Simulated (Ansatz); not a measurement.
# Lattice dynamics of ScB (built on the sites of a database entry of LaIn), part 2 of 2

How does ScB (built on the sites of a database entry of LaIn) vibrate, and is this structure a minimum?

Ansatz 0.2.0; DFT PBEsol, scalar-relativistic, plane waves, PAW.

So far. Step 4 (Tight relaxation): The forces vanish by symmetry and the pressure is 0.000 GPa, within the tolerances set. The cell now holds 12.63 Å³/atom. Step 5 (Linear response at the zone centre): Before it was imposed, the acoustic sum rule was missed by 1.5e-5 eV/Å². Small misses are needed for a sound result but don't prove that mesh and cutoff are converged. The lowest optical mode is real, 349 cm⁻¹. The relaxed cell has a = 2.934 Å (conventional setting).

The structure was built from a prototype and need not be the compound's stable phase.

## Step 6: Phonons on a q mesh

Stability and thermal properties need the whole zone. Linear response on a 4×4×4 q mesh gives force constants as far as a supercell of that size would.

Contents of input.yaml:

```yaml
crystal:
  lattice:
    - [2.9344102487, 0.0, 0.0]
    - [0.0, 2.9344102487, 0.0]
    - [0.0, 0.0, 2.9344102487]
  atoms:
    - { symbol: Sc, position: [0.5, 0.5, 0.5] }
    - { symbol: B, position: [0.0, 0.0, 0.0] }
kpoints:
  mp_grid: { grid: [12, 12, 12] }
hamiltonian:
  xc: pbesol
scf:
  occupations: { method: methfessel_paxton, width: 0.15 }
output:
  eigenvalues: true
phonons:
  method: dfpt
  qmesh: [4, 4, 4]
  temperatures: { t_max: 1000, t_step: 50 }
  qpath:
    path:
      - [[0.0, 0.0, 0.0], [0.0, 0.5, 0.0], [0.5, 0.5, 0.0], [0.0, 0.0, 0.0], [0.5, 0.5, 0.5], [0.0, 0.5, 0.0]]
      - [[0.5, 0.5, 0.5], [0.5, 0.5, 0.0]]
    npoints: 10
```

The run is started by

```bash
ansatz run input.yaml --threads 4 --pin off --max-ram 7168MiB --backend cpu --events-out ev --progress --plain --runs-dir out
```

Numbers of over 12 decimals in the logs are rounded to 6 here.

The program printed:

```text
[...]
Crystal: 2 atoms, lattice volume = 25.268 Å³
Basis set: ecut = 420 eV, 485 PW (Γ), exchange–correlation on 40×40×40 points (8 copies of the dense FFT grid, shifted against one another)
Bands: 11, of which v1, the nominal top of the filled ones, is band 7 counted from 1 (6 counted from 0)
Symmetry: 48 space group operations
k-points: 84 of 1728
[...]
SCF iter   1: F=—  HF=-2264.117174 eV  |F-HF|=—  |Δ(HF+E_count)|=         —  Δρ=1.22e-2  dr2=6.86e-2  ethr=1.77e-3  ⟨swp⟩=3.9  Hψ=4521  notcnv=0
[...]
SCF iter   7: F=-2264.100505 eV  HF=-2264.100505 eV  |F-HF|=4.55e-13  |Δ(HF+E_count)|=  6.28e-11  S|Δr|=    0.00e0  Δρ=5.95e-8  dr2=1.13e-12  ethr=1.00e-12  ⟨swp⟩=4.9  Hψ=3188  notcnv=0
[...]
SCF 1 converged in 7 iterations: F = -2264.100505 eV  dr2 = 1.13e-12
[...]
SCF iter   1: F=—  HF=-2264.100508 eV  |F-HF|=—  |Δ(HF+E_count)|=         —  Δρ=3.81e-7  dr2=1.55e-11  ethr=1.77e-8  ⟨swp⟩=2.9  Hψ=6810  notcnv=0
eigensolver tolerance schedule: the retry pair's looser diagonalisation over-reported the residual by 160148.88 of it (diagonalisation noise at 10.58 of the residual, at the tolerance the schedule requests for it); recorded, not acted on — ethr = c·dr2/N_el stays at c = 1.0e-1
[...]
SCF iter   2: F=—  HF=-2264.100505 eV  |F-HF|=—  |Δ(HF+E_count)|=   3.05e-6  S|Δr|=    0.00e0  Δρ=2.69e-7  dr2=8.34e-12  ethr=1.00e-12  ⟨swp⟩=1.4  Hψ=2931  notcnv=0
SCF iter   3: F=-2264.100505 eV  HF=-2264.100505 eV  |F-HF|=1.82e-12  |Δ(HF+E_count)|=  4.09e-12  S|Δr|=    0.00e0  Δρ=1.55e-7  dr2=2.47e-12  ethr=1.00e-12  ⟨swp⟩=1.0  Hψ=2184  notcnv=0
SCF 2 converged in 3 iterations: F = -2264.100505 eV  dr2 = 2.47e-12
phonons: the bands overlap, so this run is a metal and interpolates without the dipole-dipole term. If the crystal is really an insulator or semiconductor, its LO-TO splitting is missing
NSCF: frozen V_eff on 84 k-points
[...]
DFPT response loops at q = (0, 0, 0) (fractional): preconditioner auto → Kerker (q_TF=auto, 2.473 Å⁻¹) (partly filled bands, converged f_vac=0.000); β = 1.00, the filter's whole step (`scf.mixing.beta` (0.50) is not read by the response loops under this deck's `scf.mixing.preconditioner`; to damp them name `kerker` or `kerker_dos`, under which they read `scf.mixing.beta`, and type it under 1.00, their step now; both keys bind the ground state too); Broyden in place of MSR1
[...]
SCF converged after 7 iterations
[...]
Free energy (F): -2264.100505 eV
[...]
Internal energy: -2264.099862 eV  (E = F + TS)
E sigma→0 (E₀):  -2264.100344 eV
Entropy (-TS):   -0.000643 eV (-0.321 meV/atom)
Fermi energy:    12.227879 eV
[...]
--- Band table (eV; the first three rows and the last of 84) ---
  k-point 0: bands = [... 3 lower, -14.9499, 2.4497, 11.6965, 11.6965, 15.0853, 15.0853, 15.0853, 16.4936]
  k-point 1: bands = [... 3 lower, -14.9456, 2.5764, 11.5550, 11.7513, 14.7199, 14.7199, 15.0492, 16.5097]
  k-point 2: bands = [... 3 lower, -14.9338, 2.9453, 11.0291, 11.9066, 14.0936, 14.0936, 15.1777, 16.5539]
  k-point 83: bands = [... 3 lower, -15.3872, 8.4248, 8.4248, 8.4248, 9.9353, 17.8500, 17.8500, 19.4980]
--- Phonons (Γ-DFPT): 2 representative perturbations + reference (Σ response iterations 6) ---
  ASR residual: 1.618e-5 → 0.000e0 eV/Å²; symmetrization residual: 3.760e-7 eV/Å²
  ASR residual per site (eV/Å²): 1.99e-6 1.62e-5
  Γ frequencies (cm⁻¹): 0.00 0.00 0.00 349.39 349.39 349.39
--- Phonons (arbitrary-q DFPT): 10 irreducible q on the 4×4×4 mesh ---
  q = [0.0000, 0.0000, 0.0000] (star 1, of the zone-centre solve; hermiticity 1.92e-7, symmetrization 1.24e-12): -0.00 -0.00 0.00 349.39 349.39 349.39
  q = [0.0000, 0.0000, 0.2500] (star 6, 4 solved perturbations in 1848 linear systems a pass and spin channel, the states on 588 of 1728 k-point pairs; hermiticity 7.55e-8, symmetrization 1.20e-13): 126.00 126.00 200.09 341.71 341.71 418.64
[...]
q = [0.0000, 0.2500, -0.5000] (star 12, 6 solved perturbations on 588 of 1728 k-point pairs; hermiticity 4.80e-8, symmetrization 1.69e-8): 125.55 163.15 225.79 358.09 454.82 481.37
[...]
sum rule: each row above includes the acoustic sum rule's correction from the zone centre's row sums; it moved no ω² by more than (0.64 cm⁻¹)²
  mesh force constants: q→R imaginary residual 3.49e-18; ASR residual 1.618e-5 → 0.000e0 eV/Å²; symmetrization residual 5.329e-15 eV/Å²
  interpolated dispersion: 62 rows × 6 modes
  density of states and harmonic sums: on the 24×24×24 q-mesh, interpolated from the force constants of a 4×4×4 supercell (no non-analytic term)
  largest difference from the sums on the solved wave vectors: F 9.70e-3 eV, S 1.37e-5 and C_V 4.02e-6 eV/K
  zero-point energy: 0.111906 eV/cell   skipped modes (ω ≤ 0): 3   left out of the sums: 3.62e-5 of the cell's modes: C_V's classical limit lies that fraction below 3 k_B per atom; for a crystal, a wire or a layer, F and S can be off by more, and a phonons.interpolated_qmesh denser along its periods is the remedy for the sampling
```

Run time: 81 s. Hardware: 4 threads of Arm Neoverse V2, shared host; peak memory 0.99 GiB; 5.2 min of CPU time.

This step gave:

* sum-rule residual before enforcement: 1.62e-5 eV/Å²
* lowest frequency on the path: 0 cm⁻¹
* highest frequency on the path or at a solved wavevector: 515.7 cm⁻¹
* mean frequency: 300.9 cm⁻¹
* Debye temperature (second moment): 614 K
* logarithmic mean frequency: 264.7 cm⁻¹
* lowest mode on the q mesh (acoustic modes at Γ apart): 80.15 cm⁻¹
* zero-point energy per atom: 55.95 meV
* heat capacity at 300 K: 20.60 J/(mol atoms K)
* vibrational entropy at 300 K: 21.37 J/(mol atoms K)

Frequencies (cm⁻¹) solved at each irreducible wavevector; negative means imaginary. Frequencies by wavevector, by row:

```csv
q in reciprocal lattice units,star,mode 1,mode 2,mode 3,mode 4,mode 5,mode 6
0 0 0,1,0,0,0,349.4,349.4,349.4
0 0 0.25,6,126,126,200.1,341.7,341.7,418.6
0 0 -0.5,3,169,169,339.9,341.1,341.1,444
0 0.25 0.25,12,90.5,131,253.8,349.3,420.6,435.8
0 0.25 -0.5,12,125.5,163.2,225.8,358.1,454.8,481.4
0 -0.5 -0.5,3,80.2,138,138,382.2,515.7,515.7
0.25 0.25 0.25,8,167.8,167.8,201.9,407.1,407.1,471.7
0.25 0.25 -0.5,12,100.1,242.1,242.1,347.5,483,495.1
0.25 -0.5 -0.5,6,222.3,222.3,230.9,414.2,498.2,498.2
-0.5 -0.5 -0.5,1,303.3,303.3,303.3,481,481,481
```

Interpolated from a 4×4×4 q mesh. Phonon branches along the path, in cm⁻¹:

```csv
point,branch 1,branch 2,branch 3,branch 4,branch 5,branch 6
Γ,0,0,0,349,349,349
halfway,126,126,200,342,342,419
X,169,169,340,341,341,444
halfway,126,163,226,358,455,481
M,80,138,138,382,516,516
halfway,90,131,254,349,421,436
Γ,0,0,0,349,349,349
halfway,168,168,202,407,407,472
R,303,303,303,481,481,481
halfway,100,242,242,348,483,495
X,169,169,340,341,341,444
jump to R,303,303,303,481,481,481
halfway,222,222,231,414,498,498
M,80,138,138,382,516,516
```

The phonon branches as a text plot (rows in cm⁻¹):

```
    505 |            *****               ****     ***        ****
    483 |           **    *                  *********    ***
    462 |         **       **           *   *   *     **
    440 |    ***** *       ***         *   *     *    * ** **
    419 |   *     *          **          **       *    *     *
    398 |                     *      ****                     *
    376 |  *         *****     *    ***            *    *      **
    355 |***     ****     ***********               *
    333 |   ******                                   *****
    312 |        *                            ***       *
    290 |                                    *  ***    *  *
    269 |     *   *                         *    * *  *    *
    247 |    *     *       ***             **     ****      *
    226 |                 *   *                      *       *
    204 |   *       *                *******      *   *
    183 |            *   *     *         **            **     *
    161 |     ********* *           *   *          *    **    **
    140 |    *     *  ****   *  *      *               *        *
    118 |  **       *     *** *      **                        *
     97 |            **  * *** *                    * *         *
     75 | **           **     * ** **                *
     54 | *                    *
     32 |*                      ** *
     11 |                        **
         Γ      X      M          Γ            R        X|R     M
```

The phonon density of states has structure finer than the step of the table below, so its rows give means over 20 cm⁻¹, whole bins alone (the curve runs from 2.5 to 518 cm⁻¹). Peaks (cm⁻¹: height): 112.5: 0.0236, 242.5: 0.0248, 347.5: 0.0331, 502.5: 0.0295.

Tetrahedra on a 24×24×24 mesh, mean over bins of 5 cm-1. Interpolated from a 4×4×4 q mesh. Table of phonon density of states by wavenumber; means over each step:

wavenumber (cm⁻¹), phonon density of states (1/cm⁻¹/cell) and a bar:
```
       20     0.0001 
       40     0.0007 #
       60     0.0015 ##
       80     0.0038 #####
      100     0.0150 ####################
      120     0.0181 ########################
      140     0.0178 ########################
      160     0.0167 ######################
      180     0.0131 #################
      200     0.0107 ##############
      220     0.0135 ##################
      240     0.0211 ############################
      260     0.0109 ##############
      280     0.0048 ######
      300     0.0018 ##
      320     0.0005 
      340     0.0180 ########################
      360     0.0226 ##############################
      380     0.0137 ##################
      400     0.0094 ############
      420     0.0098 #############
      440     0.0135 ##################
      460     0.0183 ########################
      480     0.0212 ############################
      500     0.0214 ############################
```

Phonopy on the run's constants, 19x19x19 mesh, Gaussian sigma 3.9 cm-1. Interpolated from a 4×4×4 q mesh. The partial phonon density of states by wavenumber; read off at these points; values in 1/cm⁻¹/cell:

```csv
wavenumber (cm⁻¹),B,Sc
-10.0,0,0
0.0,1.0e-5,3.9e-5
10.0,7.7e-6,2.5e-5
20.0,3.3e-5,1.2e-4
30.0,6.8e-5,2.5e-4
40.0,2.0e-4,7.3e-4
50.0,2.2e-4,6.5e-4
60.0,3.7e-4,0.00114
70.0,4.9e-4,0.00155
80.0,8.3e-4,0.00278
90.0,0.00138,0.00666
100.0,0.00244,0.0129
110.0,0.00359,0.0169
120.0,0.00270,0.0143
130.0,0.00239,0.0137
140.0,0.003,0.0160
150.0,0.00262,0.0140
160.0,0.00255,0.0137
170.0,0.00224,0.0137
180.0,0.00213,0.0107
190.0,0.00155,0.00854
200.0,0.00205,0.0102
210.0,0.00164,0.00863
220.0,0.00223,0.0115
230.0,0.00282,0.0140
240.0,0.00342,0.0179
246.0,0.00375,0.0184
250.0,0.00342,0.0172
260.0,0.00133,0.00726
270.0,0.00146,0.00628
280.0,6.5e-4,0.00339
290.0,6.3e-4,0.00324
300.0,2.3e-4,0.00137
310.0,2.4e-4,4.3e-4
320.0,1.4e-4,2.0e-4
330.0,0.00277,8.1e-5
340.0,0.0183,0.00106
346.3,0.0276,0.00226
350.0,0.0271,0.00247
360.0,0.0196,0.00183
370.0,0.0156,0.00162
380.0,0.0119,0.00143
390.0,0.00967,0.00161
400.0,0.00654,0.00133
410.0,0.00842,0.00191
420.0,0.00734,0.00190
430.0,0.00841,0.00220
440.0,0.0110,0.00293
450.0,0.0135,0.00323
460.0,0.0145,0.00368
470.0,0.0157,0.00409
480.0,0.0170,0.00459
490.0,0.0165,0.00467
500.0,0.0183,0.00556
502.0,0.0186,0.00565
510.0,0.00914,0.00296
520.0,4.1e-4,1.7e-4
530.0,0,0
```

Second derivatives of the energy by pair, one row for each kind of neighbour of each atom listed. Each entry sums the pair over the periodic images of the supercell that the q mesh stands for, and in a polar crystal it holds the long-range dipole part too. Force constants by pair, by row:

```csv
atom,neighbour,distance (Å),third of the trace (eV/Å²),along the pair's line (eV/Å²)
Sc1,itself,0,10.27,–
Sc1,B,2.541,-0.5892,-2.856
Sc1,Sc,2.934,-0.8034,-3.361
Sc1,Sc,4.15,-0.0407,0.1235
Sc1,B,4.866,0.0321,0.1498
Sc1,Sc,5.083,-0.0947,-0.1293
Sc1,Sc,5.869,-0.0761,-0.0205
Sc1,B,6.395,-3.00e-4,0.013
Sc1,Sc,6.562,-0.0179,0.0073
B2,itself,0,6.206,–
B2,Sc,2.541,-0.5892,-2.856
B2,B,2.934,-0.3603,-0.8012
B2,B,4.15,0.004,-0.3152
B2,Sc,4.866,0.0321,0.1498
B2,B,5.083,-0.0277,0.0378
B2,B,5.869,0.044,0.082
B2,Sc,6.395,-3.00e-4,0.013
B2,B,6.562,-0.0232,-0.0307
```

Harmonic thermodynamic functions per atom, from the density of states. Interpolated from a 4×4×4 q mesh. Thermodynamic functions, by row:

```csv
T (K),F_vib (meV/atom),S (J/mol-atom/K),C_V (J/mol-atom/K)
0,55.95,0,0
50,55.82,1.069,2.857
100,54.34,4.862,8.678
200,44.68,13.72,16.89
300,26.36,21.37,20.6
400,0.89,27.56,22.3
500,-30.39,32.64,23.19
600,-66.5,36.92,23.7
700,-106.7,40.6,24.02
800,-150.5,43.82,24.23
900,-197.4,46.68,24.38
1000,-247.2,49.26,24.48
```

Harmonic mean-square displacement, third of the trace. Interpolated from a 4×4×4 q mesh. Mean square displacements, by row:

```csv
T (K),Sc1 U_eq (Å²),B2 U_eq (Å²)
0,0.00216,0.00485
100,0.00302,0.00568
300,0.00703,0.01027
600,0.01363,0.01879
```

Symmetry leaves 10 wavevectors to solve. The lowest mode among them, the acoustic zeros apart, lies at q = (0, -0.5, -0.5) and is real, 80.2 cm⁻¹.

## Step 7: Isotope substitution

An isotope changes the mass and not the force constants, so no new electronic calculation is needed; the shifts show which modes move this element.

The same force constants with the mass of B changed from 10.810 to 10.013 u (phonopy, no LO-TO term). Both lists are sorted by frequency; levels can cross, so a row need not hold one and the same mode. Modes under 3 cm⁻¹ are left out. Isotope shifts, by row:

```csv
q,rank,natural mass (cm⁻¹),changed mass (cm⁻¹)
0 0 0,4,349.4,360.4
0 0 0,5,349.4,360.4
0 0 0,6,349.4,360.4
0 0 0.25,1,126,126.5
0 0 0.25,2,126,126.5
0 0 0.25,3,200.1,201.6
0 0 0.25,4,341.7,353.6
0 0 0.25,5,341.7,353.6
0 0 0.25,6,418.6,431.7
0 0 -0.5,1,169,169
0 0 -0.5,2,169,169
0 0 -0.5,3,339.9,339.9
0 0 -0.5,4,341.1,354.4
0 0 -0.5,5,341.1,354.4
0 0 -0.5,6,444,461.3
0 0.25 0.25,1,90.55,91.76
0 0.25 0.25,2,131,131.2
0 0.25 0.25,3,253.8,253.9
0 0.25 0.25,4,349.3,362.4
0 0.25 0.25,5,420.6,436.7
0 0.25 0.25,6,435.8,446.8
```

A mode of this element alone would shift by +3.90 %. The highest zone-centre frequency without the field goes from 349.4 to 360.4 cm⁻¹ (+3.2 %). The product of the frequency ratios over all optical modes at Γ is 1.098; the product rule, (m/m′)^(3k/2) (M′/M)^(3/2) with k = 1 such atoms and M the mass of the cell, gives 1.098.

## Step 8: Outcome

| Item | Value |
| --- | --- |
| space group after relaxation (within 0.01 Å) | Pm-3m |
| volume per atom | 12.6 Å³ |
| electronic character | no gap on this mesh |
| highest optical mode at the zone centre (no LO-TO term) | 349 cm⁻¹ |
| lowest optical zone-centre mode | 349 cm⁻¹ |
| lowest mode on the q mesh (acoustic modes at Γ apart) | 80.2 cm⁻¹ |
| highest frequency on the path or at a solved wavevector | 516 cm⁻¹ |
| zero-point energy per atom | 56.0 meV |
| heat capacity at 300 K | 20.6 J/(mol atoms K) |
| vibrational entropy at 300 K | 21.4 J/(mol atoms K) |
| Debye temperature (second moment) | 614 K |
| imaginary modes on the 4×4×4 q mesh | none |

What this shows: The structure is a minimum as far as tested: no mode is imaginary at the 10 irreducible wavevectors of the 4×4×4 mesh, and the softest away from the acoustic zeros lies at 80 cm⁻¹. The optical modes at Γ form one degenerate level at 349 cm⁻¹. The highest mode in this list at Γ, 349.4 cm⁻¹, is mostly motion of B (81 % of the kinetic energy). With no gap, or one that is small against the smearing, the frequencies hang on the k mesh and the smearing, most of all near Kohn anomalies. The starting cell was built on a prototype and not taken from a measurement, so the phase need not exist. These are harmonic frequencies at zero temperature: anharmonic shifts, linewidths and thermal expansion are left out.

[Logs are printed without paths, hosts, clocks, repeated set-up lines and the standing remarks that a program may print on its own settings, such as how far it seeks lower states.]

[Hosts, paths, dates, database ids (printed as entryN), source tags and the programs' standing remarks are cut or masked in the printed files.]
